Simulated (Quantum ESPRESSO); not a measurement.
# The states of the two spins in Mn2Ga2S5, part 2 of 2

Where do the states of the two spins of Mn2Ga2S5 lie?

Quantum ESPRESSO 7.5; LDA with U = 4 eV on Mn d (ortho-atomic projectors); plane waves with GBRV 1.5 LDA potentials, no spin-orbit coupling.

So far, absolute magnetization (μB): step 2 (ground-state run) 9.64.

## Step 3: Post-processing

Level of this step: LDA with U = 4 eV on Mn d (ortho-atomic projectors); plane waves with GBRV 1.5 LDA potentials, no spin-orbit coupling, projections on orthogonalised atomic orbitals (Quantum ESPRESSO).

projwfc.in

```
&PROJWFC
  prefix = 'pwscf'
  outdir = './tmp'
  filpdos = 'pdos'
  ngauss = 0
  degauss = 0.01
  DeltaE = 0.05
  Emin = -1.51
  Emax = 12.49
/
```

Launch:

```sh
> OMP_NUM_THREADS=1 mpirun -n 4 projwfc.x -nk 4 -in projwfc.in > projwfc.out
```

The log of the run:

```text
[banner, memory and clock lines left out]
Program PROJWFC v.7.5 starts

     [... lines left out ...]
     IMPORTANT: XC functional enforced from input :
     Exchange-correlation= PZ
                           (   1   1   0   0   0   0   0)
     Any further DFT definition will be discarded
     Please, verify this is what you really want

     G-vector sticks info

     Check: negative core charge=   -0.000018

     Gaussian broadening (read from input): ngauss,degauss=   0    0.010000

     Calling projwave ....

  Problem Sizes
  natomwfc =           70
  nbnd     =           67
  nkstot   =           28
  npwx     =         5364
  nkb      =          162

     Atomic states used for projection
     (read from pseudopotential files):

     state #   1: atom   1 (Mn1), wfc  1 (l=0 m= 1)
     state #   2: atom   1 (Mn1), wfc  2 (l=1 m= 1)
     state #   3: atom   1 (Mn1), wfc  2 (l=1 m= 2)
     state #   4: atom   1 (Mn1), wfc  2 (l=1 m= 3)
     state #   5: atom   1 (Mn1), wfc  3 (l=0 m= 1)
     state #   6: atom   1 (Mn1), wfc  4 (l=2 m= 1)
     state #   7: atom   1 (Mn1), wfc  4 (l=2 m= 2)
     state #   8: atom   1 (Mn1), wfc  4 (l=2 m= 3)
     state #   9: atom   1 (Mn1), wfc  4 (l=2 m= 4)
     state #  10: atom   1 (Mn1), wfc  4 (l=2 m= 5)
     state #  11: atom   1 (Mn1), wfc  5 (l=1 m= 1)
     state #  12: atom   1 (Mn1), wfc  5 (l=1 m= 2)
     state #  13: atom   1 (Mn1), wfc  5 (l=1 m= 3)
     state #  14: atom   2 (Mn2), wfc  1 (l=0 m= 1)
     state #  15: atom   2 (Mn2), wfc  2 (l=1 m= 1)
     state #  16: atom   2 (Mn2), wfc  2 (l=1 m= 2)
     state #  17: atom   2 (Mn2), wfc  2 (l=1 m= 3)
     state #  18: atom   2 (Mn2), wfc  3 (l=0 m= 1)
     state #  19: atom   2 (Mn2), wfc  4 (l=2 m= 1)
     state #  20: atom   2 (Mn2), wfc  4 (l=2 m= 2)
     state #  21: atom   2 (Mn2), wfc  4 (l=2 m= 3)
     state #  22: atom   2 (Mn2), wfc  4 (l=2 m= 4)
     state #  23: atom   2 (Mn2), wfc  4 (l=2 m= 5)
     state #  24: atom   2 (Mn2), wfc  5 (l=1 m= 1)
     state #  25: atom   2 (Mn2), wfc  5 (l=1 m= 2)
     state #  26: atom   2 (Mn2), wfc  5 (l=1 m= 3)
     state #  27: atom   3 (Ga ), wfc  1 (l=1 m= 1)
     state #  28: atom   3 (Ga ), wfc  1 (l=1 m= 2)
     state #  29: atom   3 (Ga ), wfc  1 (l=1 m= 3)
     state #  30: atom   3 (Ga ), wfc  2 (l=2 m= 1)
     state #  31: atom   3 (Ga ), wfc  2 (l=2 m= 2)
     state #  32: atom   3 (Ga ), wfc  2 (l=2 m= 3)
     state #  33: atom   3 (Ga ), wfc  2 (l=2 m= 4)
     state #  34: atom   3 (Ga ), wfc  2 (l=2 m= 5)
     state #  35: atom   3 (Ga ), wfc  3 (l=0 m= 1)
     state #  36: atom   3 (Ga ), wfc  4 (l=1 m= 1)
     state #  37: atom   3 (Ga ), wfc  4 (l=1 m= 2)
     state #  38: atom   3 (Ga ), wfc  4 (l=1 m= 3)
     state #  39: atom   4 (Ga ), wfc  1 (l=1 m= 1)
     state #  40: atom   4 (Ga ), wfc  1 (l=1 m= 2)
     state #  41: atom   4 (Ga ), wfc  1 (l=1 m= 3)
     state #  42: atom   4 (Ga ), wfc  2 (l=2 m= 1)
     state #  43: atom   4 (Ga ), wfc  2 (l=2 m= 2)
     state #  44: atom   4 (Ga ), wfc  2 (l=2 m= 3)
     state #  45: atom   4 (Ga ), wfc  2 (l=2 m= 4)
     state #  46: atom   4 (Ga ), wfc  2 (l=2 m= 5)
     state #  47: atom   4 (Ga ), wfc  3 (l=0 m= 1)
     state #  48: atom   4 (Ga ), wfc  4 (l=1 m= 1)
     state #  49: atom   4 (Ga ), wfc  4 (l=1 m= 2)
     state #  50: atom   4 (Ga ), wfc  4 (l=1 m= 3)
     state #  51: atom   5 (S  ), wfc  1 (l=0 m= 1)
     state #  52: atom   5 (S  ), wfc  2 (l=1 m= 1)
     state #  53: atom   5 (S  ), wfc  2 (l=1 m= 2)
     state #  54: atom   5 (S  ), wfc  2 (l=1 m= 3)
     state #  55: atom   6 (S  ), wfc  1 (l=0 m= 1)
     state #  56: atom   6 (S  ), wfc  2 (l=1 m= 1)
     state #  57: atom   6 (S  ), wfc  2 (l=1 m= 2)
     state #  58: atom   6 (S  ), wfc  2 (l=1 m= 3)
     state #  59: atom   7 (S  ), wfc  1 (l=0 m= 1)
     state #  60: atom   7 (S  ), wfc  2 (l=1 m= 1)
     state #  61: atom   7 (S  ), wfc  2 (l=1 m= 2)
     state #  62: atom   7 (S  ), wfc  2 (l=1 m= 3)
     state #  63: atom   8 (S  ), wfc  1 (l=0 m= 1)
     state #  64: atom   8 (S  ), wfc  2 (l=1 m= 1)
     state #  65: atom   8 (S  ), wfc  2 (l=1 m= 2)
     state #  66: atom   8 (S  ), wfc  2 (l=1 m= 3)
     state #  67: atom   9 (S  ), wfc  1 (l=0 m= 1)
     state #  68: atom   9 (S  ), wfc  2 (l=1 m= 1)
     state #  69: atom   9 (S  ), wfc  2 (l=1 m= 2)
     state #  70: atom   9 (S  ), wfc  2 (l=1 m= 3)

 [... projections of the bands left out ...]

Lowdin Charges:

     Atom #   1: total charge =  15.0525, s =  2.5116, p =  7.2514, d =  5.2895,
                 spin up      =   9.8776, s =  1.2773,
                 spin up      =   9.8776, p =  3.6454, pz=  1.2165, px=  1.2144, py=  1.2144,
                 spin up      =   9.8776, d =  4.9549, dz2=  0.9931, dxz=  0.9910, dyz=  0.9910, dx2-y2=  0.9899, dxy=  0.9899,
                 spin down    =   5.1749, s =  1.2343,
                 spin down    =   5.1749, p =  3.6060, pz=  1.2023, px=  1.2019, py=  1.2019,
                 spin down    =   5.1749, d =  0.3345, dz2=  0.0204, dxz=  0.0955, dyz=  0.0955, dx2-y2=  0.0616, dxy=  0.0616,
                 polarization =   4.7027, s =  0.0430, p =  0.0394, d =  4.6204,
     Atom #   2: total charge =  15.0525, s =  2.5116, p =  7.2514, d =  5.2895,
                 spin up      =   5.1749, s =  1.2343,
                 spin up      =   5.1749, p =  3.6060, pz=  1.2023, px=  1.2019, py=  1.2019,
                 spin up      =   5.1749, d =  0.3345, dz2=  0.0204, dxz=  0.0955, dyz=  0.0955, dx2-y2=  0.0616, dxy=  0.0616,
                 spin down    =   9.8776, s =  1.2773,
                 spin down    =   9.8776, p =  3.6454, pz=  1.2165, px=  1.2144, py=  1.2144,
                 spin down    =   9.8776, d =  4.9549, dz2=  0.9931, dxz=  0.9910, dyz=  0.9910, dx2-y2=  0.9899, dxy=  0.9899,
                 polarization =  -4.7027, s = -0.0430, p = -0.0394, d = -4.6204,
     Atom #   3: total charge =  18.6816, s =  1.0275, p =  7.6622, d =  9.9919,
                 spin up      =   9.3268, s =  0.5094,
                 spin up      =   9.3268, p =  3.8216, pz=  1.2935, px=  1.2640, py=  1.2640,
                 spin up      =   9.3268, d =  4.9959, dz2=  0.9986, dxz=  0.9994, dyz=  0.9994, dx2-y2=  0.9993, dxy=  0.9993,
                 spin down    =   9.3547, s =  0.5181,
                 spin down    =   9.3547, p =  3.8406, pz=  1.2981, px=  1.2713, py=  1.2713,
                 spin down    =   9.3547, d =  4.9960, dz2=  0.9986, dxz=  0.9994, dyz=  0.9994, dx2-y2=  0.9993, dxy=  0.9993,
                 polarization =  -0.0279, s = -0.0088, p = -0.0190, d = -0.0001,
     Atom #   4: total charge =  18.6816, s =  1.0275, p =  7.6622, d =  9.9919,
                 spin up      =   9.3547, s =  0.5181,
                 spin up      =   9.3547, p =  3.8406, pz=  1.2981, px=  1.2713, py=  1.2713,
                 spin up      =   9.3547, d =  4.9960, dz2=  0.9986, dxz=  0.9994, dyz=  0.9994, dx2-y2=  0.9993, dxy=  0.9993,
                 spin down    =   9.3268, s =  0.5094,
                 spin down    =   9.3268, p =  3.8216, pz=  1.2935, px=  1.2640, py=  1.2640,
                 spin down    =   9.3268, d =  4.9959, dz2=  0.9986, dxz=  0.9994, dyz=  0.9994, dx2-y2=  0.9993, dxy=  0.9993,
                 polarization =   0.0279, s =  0.0088, p =  0.0191, d =  0.0001,
     Atom #   5: total charge =   6.0254, s =  1.5500, p =  4.4754, d =  0.0000,
                 spin up      =   3.0127, s =  0.7750,
                 spin up      =   3.0127, p =  2.2377, pz=  0.7492, px=  0.7442, py=  0.7442,
                 spin up      =   3.0127, d =  0.0000, dz2=  0.0000, dxz=  0.0000, dyz=  0.0000, dx2-y2=  0.0000, dxy=  0.0000,
                 spin down    =   3.0127, s =  0.7750,
                 spin down    =   3.0127, p =  2.2377, pz=  0.7493, px=  0.7442, py=  0.7442,
                 spin down    =   3.0127, d =  0.0000, dz2=  0.0000, dxz=  0.0000, dyz=  0.0000, dx2-y2=  0.0000, dxy=  0.0000,
                 polarization =  -0.0000, s = -0.0000, p = -0.0000, d =  0.0000,
     Atom #   6: total charge =   6.0280, s =  1.5524, p =  4.4757, d =  0.0000,
                 spin up      =   2.9806, s =  0.7664,
                 spin up      =   2.9806, p =  2.2142, pz=  0.6464, px=  0.7839, py=  0.7839,
                 spin up      =   2.9806, d =  0.0000, dz2=  0.0000, dxz=  0.0000, dyz=  0.0000, dx2-y2=  0.0000, dxy=  0.0000,
                 spin down    =   3.0474, s =  0.7860,
                 spin down    =   3.0474, p =  2.2614, pz=  0.6399, px=  0.8108, py=  0.8108,
                 spin down    =   3.0474, d =  0.0000, dz2=  0.0000, dxz=  0.0000, dyz=  0.0000, dx2-y2=  0.0000, dxy=  0.0000,
                 polarization =  -0.0668, s = -0.0196, p = -0.0472, d =  0.0000,
     Atom #   7: total charge =   6.0280, s =  1.5524, p =  4.4757, d =  0.0000,
                 spin up      =   3.0474, s =  0.7860,
                 spin up      =   3.0474, p =  2.2614, pz=  0.6399, px=  0.8108, py=  0.8108,
                 spin up      =   3.0474, d =  0.0000, dz2=  0.0000, dxz=  0.0000, dyz=  0.0000, dx2-y2=  0.0000, dxy=  0.0000,
                 spin down    =   2.9806, s =  0.7664,
                 spin down    =   2.9806, p =  2.2142, pz=  0.6464, px=  0.7839, py=  0.7839,
                 spin down    =   2.9806, d =  0.0000, dz2=  0.0000, dxz=  0.0000, dyz=  0.0000, dx2-y2=  0.0000, dxy=  0.0000,
                 polarization =   0.0668, s =  0.0196, p =  0.0472, d =  0.0000,
     Atom #   8: total charge =   6.1310, s =  1.7114, p =  4.4196, d =  0.0000,
                 spin up      =   3.0760, s =  0.8560,
                 spin up      =   3.0760, p =  2.2200, pz=  0.8325, px=  0.6937, py=  0.6937,
                 spin up      =   3.0760, d =  0.0000, dz2=  0.0000, dxz=  0.0000, dyz=  0.0000, dx2-y2=  0.0000, dxy=  0.0000,
                 spin down    =   3.0550, s =  0.8553,
                 spin down    =   3.0550, p =  2.1997, pz=  0.8236, px=  0.6881, py=  0.6881,
                 spin down    =   3.0550, d =  0.0000, dz2=  0.0000, dxz=  0.0000, dyz=  0.0000, dx2-y2=  0.0000, dxy=  0.0000,
                 polarization =   0.0210, s =  0.0007, p =  0.0203, d =  0.0000,
     Atom #   9: total charge =   6.1310, s =  1.7114, p =  4.4196, d =  0.0000,
                 spin up      =   3.0550, s =  0.8553,
                 spin up      =   3.0550, p =  2.1997, pz=  0.8236, px=  0.6880, py=  0.6880,
                 spin up      =   3.0550, d =  0.0000, dz2=  0.0000, dxz=  0.0000, dyz=  0.0000, dx2-y2=  0.0000, dxy=  0.0000,
                 spin down    =   3.0760, s =  0.8560,
                 spin down    =   3.0760, p =  2.2200, pz=  0.8325, px=  0.6937, py=  0.6937,
                 spin down    =   3.0760, d =  0.0000, dz2=  0.0000, dxz=  0.0000, dyz=  0.0000, dx2-y2=  0.0000, dxy=  0.0000,
                 polarization =  -0.0210, s = -0.0007, p = -0.0203, d =  0.0000,
     Spilling Parameter:   0.0019
```

Elapsed: 3.1 s, on 4 MPI ranks of Intel Xeon 6975P-C (Granite Rapids), shared host; peak memory 0.26 GiB.

The density of states has structure finer than the step of the table below, so its rows give means over 0.5 eV, whole bins alone (the curve runs from -9.00 to 5.05 eV). Peaks (eV: height): up -5.30: 6.11, -4.75: 6.13, -4.05: 5.43, 3.40: 6.72; down -5.30: 6.11, -4.75: 6.13, -4.05: 5.43, 3.40: 6.72; Mn1 d up -5.30: 3.52, -4.70: 3.18; Mn1 d down = Mn2 d up 3.40: 4.06; Mn2 d down -5.30: 3.52, -4.70: 3.18.

Gaussian broadening of 0.136 eV on the SCF mesh. Table of density of states by energy, zero at the Fermi level; means over each step; 7 of 9 lines; values in states/eV/cell:

| energy (eV) | up | down | Mn1 d up | Mn1 d down = Mn2 d up | Mn2 d down | Ga3 p up | Ga3 p down |
| --- | --- | --- | --- | --- | --- | --- | --- |
| -8.5 | 5.7e-5 | 5.7e-5 | 0 | 0 | 0 | 0 | 4.7e-6 |
| -8.0 | 0.531 | 0.531 | 0.00809 | 5.6e-4 | 0.00809 | 0.0123 | 0.0176 |
| -7.5 | 1.54 | 1.54 | 0.0221 | 0.00259 | 0.0221 | 0.0410 | 0.0305 |
| -7.0 | 1.25 | 1.25 | 0.0632 | 0.00266 | 0.0632 | 0.0184 | 0.0276 |
| -6.5 | 0.636 | 0.636 | 0.0364 | 0.00323 | 0.0364 | 0.0207 | 0.00969 |
| -6.0 | 0.823 | 0.823 | 0.315 | 0.00298 | 0.315 | 0.00714 | 0.0249 |
| -5.5 | 4.37 | 4.37 | 2.36 | 0.00832 | 2.36 | 0.0695 | 0.183 |
| -5.0 | 4.36 | 4.36 | 2.17 | 0.0201 | 2.17 | 0.199 | 0.133 |
| -4.5 | 4.31 | 4.31 | 2.13 | 0.0324 | 2.13 | 0.247 | 0.157 |
| -4.0 | 4.81 | 4.81 | 1.16 | 0.0336 | 1.16 | 0.271 | 0.262 |
| -3.5 | 3.13 | 3.13 | 0.367 | 0.0332 | 0.367 | 0.142 | 0.169 |
| -3.0 | 3.68 | 3.68 | 0.203 | 0.0491 | 0.203 | 0.138 | 0.134 |
| -2.5 | 3.39 | 3.39 | 0.174 | 0.120 | 0.174 | 0.0347 | 0.0466 |
| -2.0 | 2.30 | 2.30 | 0.0931 | 0.163 | 0.0931 | 0.00994 | 0.0131 |
| -1.5 | 1.58 | 1.58 | 0.196 | 0.0588 | 0.196 | 0.00980 | 0.0227 |
| -1.0 | 2.04 | 2.04 | 0.319 | 0.0621 | 0.319 | 0.00902 | 0.0280 |
| -0.5 | 1.10 | 1.10 | 0.169 | 0.0370 | 0.169 | 0.00214 | 0.0144 |
| 0.0 | 0.196 | 0.196 | 0.0238 | 0.00365 | 0.0238 | 0.00248 | 0.00512 |
| 0.5 | 0.121 | 0.121 | 3.0e-4 | 0.00200 | 3.0e-4 | 0.00991 | 0.00874 |
| 1.0 | 0.819 | 0.819 | 0.00271 | 0.0236 | 0.00271 | 0.0778 | 0.0798 |
| 1.5 | 1.38 | 1.38 | 0.00432 | 0.0932 | 0.00432 | 0.0642 | 0.0934 |
| 2.0 | 2.08 | 2.08 | 0.00690 | 0.327 | 0.00690 | 0.0983 | 0.0647 |
| 2.5 | 2.65 | 2.64 | 0.00431 | 0.897 | 0.00431 | 0.376 | 0.249 |
| 3.0 | 4.20 | 4.20 | 0.00442 | 2.41 | 0.00442 | 0.329 | 0.309 |
| 3.5 | 5.11 | 5.11 | 0.00823 | 3.19 | 0.00823 | 0.279 | 0.370 |
| 4.0 | 2.57 | 2.57 | 0.00453 | 0.990 | 0.00454 | 0.300 | 0.321 |
| 4.5 | 2.61 | 2.61 | 0.00417 | 0.352 | 0.00417 | 0.387 | 0.560 |

## Step 4: What came out

| Quantity | Value |
| --- | --- |
| state | antiferromagnetic |
| largest moment in a sphere | 4.33 μB |

**Reading.** The most distinct maxima of the density of states (up) lie at -5.30, -4.75, -4.05, -3.00 and 3.40 eV, the highest at 3.40 eV. These are Kohn–Sham states without spin–orbit coupling, on the mesh of the self-consistent run. The moments are opposed on like sites, so the totals of the two spins are equal and the projections on single atoms show the splitting.

[Logs and program files are shortened in this print: banners, set-up blocks, solver, clock and traceback lines can be left out without a mark of their own.]

[Logs are printed without paths, hosts, clocks, repeated set-up lines and the standing remarks that a program may print on its own settings, such as how far it seeks lower states.]

[Hosts, paths, dates, database ids (printed as entryN), source tags and the programs' standing remarks are cut or masked in the printed files.]

[Where a cell is said to come from a database of computed structures, the database is the Materials Project.]
